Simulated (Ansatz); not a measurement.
# RuS2 (Laurite): optical spectrum from first principles, part 2 of 2

Wanted: where RuS2 (Laurite) starts to absorb, how strongly, and its refractive index.

Ansatz 0.2.0; DFT, PBE, plane-wave PAW, default files, scalar-relativistic, independent-particle optical response without local fields.

So far, electronic dielectric constant ε∞, mean over x, y and z (by symmetry where fewer were run): step 3 (spectrum) 16.8.

## (4) Static response with local fields

A static field by perturbation theory: the induced potential is included, and the Born charges come with it.

This step: DFT, PBE, plane-wave PAW, default files, scalar-relativistic, static field response by perturbation theory with local fields (Ansatz 0.2.0).

The input, input.yaml:

```yaml
crystal:
  lattice:
    - [5.6106, 0.0, 0.0]
    - [0.0, 5.6106, 0.0]
    - [0.0, 0.0, 5.6106]
  atoms:
    - { symbol: Ru, position: [0.0, 0.5, 0.5] }
    - { symbol: Ru, position: [0.5, 0.5, 0.0] }
    - { symbol: Ru, position: [0.5, 0.0, 0.5] }
    - { symbol: Ru, position: [0.0, 0.0, 0.0] }
    - { symbol: S, position: [0.38831, 0.11169, 0.88831] }
    - { symbol: S, position: [0.11169, 0.88831, 0.38831] }
    - { symbol: S, position: [0.88831, 0.38831, 0.11169] }
    - { symbol: S, position: [0.61169, 0.61169, 0.61169] }
    - { symbol: S, position: [0.61169, 0.88831, 0.11169] }
    - { symbol: S, position: [0.88831, 0.11169, 0.61169] }
    - { symbol: S, position: [0.11169, 0.61169, 0.88831] }
    - { symbol: S, position: [0.38831, 0.38831, 0.38831] }
kpoints:
  mp_grid: { grid: [4, 4, 4] }
scf:
  occupations: { method: fixed }
hamiltonian:
  xc: pbe
  pseudopotentials: { kind: paw }
dielectric: {}
```

Launch:

```
ansatz run input.yaml --threads 4 --pin off --max-ram 8192MiB --backend cpu --events-out ev --progress --plain --runs-dir out
```

Numbers of over 12 decimals in the logs are rounded to 6 here.

Log:

```text
[...]
Crystal: 12 atoms, lattice volume = 176.615 Å³
Basis set: ecut = 420 eV, 3407 PW (Γ), exchange–correlation on 80×80×80 points (8 copies of the dense FFT grid, shifted against one another)
Bands: 68, of which v1, the nominal top of the filled ones, is band 56 counted from 1 (55 counted from 0)
Symmetry: 24 space group operations
k-points: 27 of 64 (irreducible under 4 space group operations, time reversal used)
[...]
SCF iter   1: F=—  HF=-30737.951779 eV  |F-HF|=—  |Δ(HF+E_count)|=         —  Δρ=2.43e-3  dr2=8.74e-3  ethr=1.77e-3  ⟨swp⟩=4.9  Hψ=5979  notcnv=0  defer=252
[...]
SCF iter   8: F=-30737.950501 eV  HF=-30737.950501 eV  |F-HF|=1.82e-11  |Δ(HF+E_count)|=  6.48e-10  Δρ=1.89e-7  dr2=6.39e-11  ethr=1.00e-12  ⟨swp⟩=8.5  Hψ=7408  notcnv=0
SCF 1 converged in 8 iterations: F = -30737.950501 eV  dr2 = 6.39e-11
[...]
DFPT response loops at Γ: preconditioner auto → Resta (q_TF=auto, 2.529 Å⁻¹)  ε∞=8.9 (no band partly filled); β = 1.00, the filter's whole step (`scf.mixing.beta` (0.50) is not read by the response loops at its default; to damp them type it under 1.00, their step now; it binds the ground state too); Broyden in place of MSR1
── the response to a field inside a basis, on 6×6×6 k-points: an SCF that follows is theirs, and a resumed run solves both again ──
Bands: 57, of which v1, the nominal top of the filled ones, is band 56 counted from 1 (55 counted from 0)
k-points: 11 of 216
[...]
Eigensolver: Dense (11 Hₖ)
SCF iter   1: F=—  HF=-30736.941788 eV  |F-HF|=—  |Δ(HF+E_count)|=         —  Δρ=7.48e-4  dr2=3.81e-4  ethr=1.00e-1
[...]
SCF iter   6: F=-30736.941934 eV  HF=-30736.941934 eV  |F-HF|=2.95e-9  |Δ(HF+E_count)|=   3.30e-8  Δρ=2.31e-6  dr2=1.37e-8  ethr=3.11e-10
SCF 1 converged in 6 iterations: F = -30736.941934 eV  dr2 = 1.37e-8
[...]
SCF converged after 8 iterations
Free energy (F): -30737.950501 eV
[...]
Internal energy: -30737.950501 eV  (E = F + TS)
E sigma→0 (E₀):  -30737.950501 eV
Fermi energy:    13.395989 eV
[...]
--- Band table (eV; the first three rows and the last of 27) ---
  k-point 0: bands = [... 52 lower, 12.8689, 12.8689, 12.8689, 13.1845, 14.1490, 16.0229, 16.0229, 16.0229, ... 8 higher]
  k-point 1: bands = [... 52 lower, 12.8455, 12.9625, 13.1440, 13.2462, 14.7956, 15.6224, 15.8980, 16.0262, ... 8 higher]
  k-point 2: bands = [... 52 lower, 13.1190, 13.1190, 13.3960, 13.3960, 15.4885, 15.4885, 15.7442, 15.7442, ... 8 higher]
  k-point 26: bands = [... 52 lower, 12.7276, 12.7276, 12.7276, 12.7276, 15.6833, 15.6833, 15.6833, 15.6833, ... 8 higher]
--- Dielectric response (ions clamped): 3 representative field directions + reference, inside a basis on a mesh of 216 k-points (Σ response iterations 15) ---
  ε∞ (high-frequency dielectric tensor):
       16.287008     0.000000     0.000000
        0.000000    16.287008     0.000000
        0.000000     0.000000    16.287008
  Born effective charges Z* (e; rows j = field, columns β = displacement):
    site 0:
        -4.14427    0.39745   -0.24231
         0.24231   -4.14427    0.39745
        -0.39745    0.24231   -4.14427
    site 1:
        -4.14427    0.39745    0.24231
         0.24231   -4.14427   -0.39745
         0.39745   -0.24231   -4.14427
    site 2:
        -4.14427   -0.39745    0.24231
        -0.24231   -4.14427    0.39745
         0.39745    0.24231   -4.14427
    site 3:
        -4.14427   -0.39745   -0.24231
        -0.24231   -4.14427   -0.39745
        -0.39745   -0.24231   -4.14427
    site 4:
         2.07213   -0.23804    0.12077
        -0.12077    2.07213   -0.23804
         0.23804   -0.12077    2.07213
    site 5:
         2.07213   -0.23804   -0.12077
        -0.12077    2.07213    0.23804
        -0.23804    0.12077    2.07213
    site 6:
         2.07213    0.23804   -0.12077
         0.12077    2.07213   -0.23804
        -0.23804   -0.12077    2.07213
    site 7:
         2.07213    0.23804    0.12077
         0.12077    2.07213    0.23804
         0.23804    0.12077    2.07213
    site 8:
         2.07213   -0.23804    0.12077
        -0.12077    2.07213   -0.23804
         0.23804   -0.12077    2.07213
    site 9:
         2.07213   -0.23804   -0.12077
        -0.12077    2.07213    0.23804
        -0.23804    0.12077    2.07213
    site 10:
         2.07213    0.23804   -0.12077
         0.12077    2.07213   -0.23804
        -0.23804   -0.12077    2.07213
    site 11:
         2.07213    0.23804    0.12077
         0.12077    2.07213    0.23804
         0.23804    0.12077    2.07213
  Z* charge neutrality: 1.053e-2 e pre-enforcement
  solved inside a basis spanned on kpoints, on 6×6×6 k-points, its susceptibility summed on 8×8×8: ε∞ is read to err by 7.7e-2, Z* by 2.1e-2 e (field_mesh: kpoints solves on kpoints); Z* is corrected for what the basis lacks
```

Elapsed: 70 s, on 4 threads of Arm Neoverse V1, shared host; peak memory 1.7 GiB; 4.3 min of CPU time.

Numbers from this step:

```
electronic dielectric constant ε∞, mean over x, y and z (by symmetry where fewer were run) : 16.29
```

ε∞ with local fields:

```
16.29  0.00  0.00
 0.00 16.29  0.00
 0.00  0.00 16.29
```

Diagonal elements. Born, by row:

| atom | Z*xx (e) | Z*yy (e) | Z*zz (e) |
| --- | --- | --- | --- |
| Ru1 | -4.144 | -4.144 | -4.144 |
| Ru2 | -4.144 | -4.144 | -4.144 |
| Ru3 | -4.144 | -4.144 | -4.144 |
| Ru4 | -4.144 | -4.144 | -4.144 |
| S5 | 2.072 | 2.072 | 2.072 |
| S6 | 2.072 | 2.072 | 2.072 |
| S7 | 2.072 | 2.072 | 2.072 |
| S8 | 2.072 | 2.072 | 2.072 |
| S9 | 2.072 | 2.072 | 2.072 |
| S10 | 2.072 | 2.072 | 2.072 |
| S11 | 2.072 | 2.072 | 2.072 |
| S12 | 2.072 | 2.072 | 2.072 |

The ε∞ with local fields is isotropic, 16.29.

## (5) Results

| Property | Result |
| --- | --- |
| gap on the path | 0.729 eV |
| least direct gap on the path | 0.965 eV |
| electronic dielectric constant ε∞, mean over x, y and z (by symmetry where fewer were run) (independent particles) | 16.8 |
| absorption onset, first axis (α over 10⁴ cm⁻¹, or the direct gap if that lies higher) | 1.74 eV |
| main peak of Im epsilon, first axis | 3.08 eV |
| photocurrent from vertical transitions in a film 500 nm thick on a perfect mirror (two passes), AM1.5G, no front reflection, all carriers collected | 25.9 mA/cm² |
| electronic dielectric constant ε∞, mean over x, y and z (by symmetry where fewer were run) (static response with local fields) | 16.3 |

What this shows: At this level (PBE, independent particles) RuS2 has ε∞ = 16.8 (16.3 with local fields) and n = 4.20 at 1550 nm; absorption sets in near 1.7 eV, and Im ε peaks at 3.1 eV. The gap is indirect (0.73 eV), so absorption without phonons can begin only at the direct gap of 0.96 eV. The absorption coefficient passes 10⁴ cm⁻¹ only at 1.74 eV, 0.78 eV above the least direct gap: the lowest transitions are weak or forbidden for this polarisation, or few states take part. Distinct maxima of Im ε, read by a parabola through the highest points, lie at 3.08 eV (30), 7.91 eV (9.1) and 9.78 eV (7.6). The f-sum over the summed bands holds 75.1 of the cell's 112 electrons outside the frozen cores, 46 of which lie in bands more than 12 eV below the Fermi level, whose transitions come at higher energies. Up to 14 eV the strength has a mean oscillator energy of 5.2 eV, well above the main peak, so higher transitions carry much of it. With local fields and the functional's kernel the static response is 16.3 against 16.8 for independent particles (-3 %). In the base spectrum excitons and phonon-assisted transitions are missing, and so are local fields; PBE gaps are as a rule too small, which pulls the onset down and ε∞ up. In the base run ε includes the program's bounded estimate of what the bands above those summed add.

[Logs are printed without paths, hosts, clocks, repeated set-up lines and the standing remarks that a program may print on its own settings, such as how far it seeks lower states.]

[Hosts, paths, dates, database ids (printed as entryN), source tags and the programs' standing remarks are cut or masked in the printed files.]
